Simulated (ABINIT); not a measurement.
# Calculated records

## Quasiparticle gap of NaMgF3 (Pm-3m) in ABINIT

It takes space group Pm-3m (No. 221, cubic). The conventional cell has a = 3.951 Å, b = 3.951 Å, c = 3.951 Å, α = 90.00°, β = 90.00°, γ = 90.00°. Na has 12 F at 2.79 Å nearest. Mg has 6 F at 1.98 Å nearest. Nearest to F lie 2 Mg at 1.98 Å and 4 Na at 2.79 Å. Farther neighbours, and contacts between anions beyond the nearest, are not listed.

```xyz
5
Lattice="3.9508 0.0000 0.0000 0.0000 3.9508 0.0000 0.0000 0.0000 3.9508" Properties=species:S:1:pos:R:3 pbc="T T T"
Na    0.0000    0.0000    0.0000
Mg    1.9754    1.9754    1.9754
F     1.9754    1.9754    0.0000
F     1.9754    0.0000    1.9754
F     0.0000    1.9754    1.9754
```

```
method               : RPA screening on LDA, plane waves, norm-conserving pseudopotentials (and 2 further levels or steps)
program              : ABINIT 10.8.3
settings             : cutoff 38 Ha, PseudoDojo scalar-relativistic 0.4.1 standard, norm-conserving, ngkpt (2, 2, 2), nband 60, ecuteps 3.9 Ha, inclvkb 2, shiftk (0, 0, 0), symchi 1, awtr 1, frequency ppm, 2×2×2 k-mesh
cost                 : 5 runs, 75 s in all on 4 MPI ranks of Arm Neoverse V1, shared host
notes                : The cell and positions are those that the Materials Project relaxed with its own functionals (PBE, PBE+U or r2SCAN), kept fixed. The 2×2×2 mesh is coarse for this cell, which bears on the long-range parts of exchange and screening.
LDA gap              : 5.65 eV, indirect
G0W0 gap on the mesh : 10.15 eV
GW settings          : 2×2×2 mesh, 60 bands, screening to 106.1 eV, Godby-Needs plasmon pole
known limits         : short of the basis limit; coarse k mesh
```

G0W0 moves the gap on the mesh from 5.65 eV to 10.15 eV (+4.50 eV), with Z of 0.82 and 0.90 at the edges. Local fields lower the RPA ε∞ on this mesh from 2.00 to 1.92; a Γ-centred mesh this coarse tends to raise both, most where the direct gap is narrow, while a short band sum lowers them.

[Long decimals in the printed logs are rounded to 6 places.]

[Logs are printed without paths, hosts, clocks, repeated set-up lines and the standing remarks that a program may print on its own settings, such as how far it seeks lower states.]

[Paths, hosts, dates, memory and timing lines, banners, echoed tables and standing remarks are left out of the program output; an Ansatz launch command may be rebuilt from the run's recorded settings. Measured values are a selection of at most five: reports struck by readers or far from the other reports are left out. None is set beside runs whose start may be inverted or whose files or cutoffs have a known fault.]

[Runs of the session that timed out or met a known fault of the program may be left out.]

[Hosts, paths, dates, database ids (printed as entryN), source tags and the programs' standing remarks are cut or masked in the printed files.]

[G0W0 gaps are taken among the corrected bands and points alone; a level outside them can change the order at an edge.]

[Where Ansatz stands beside ABINIT at settings called matched, ABINIT's density can come from a denser mesh and the files from another edition; pairs whose starting gaps differed by over 0.03 eV were left out, so agreement reads better than it is.]
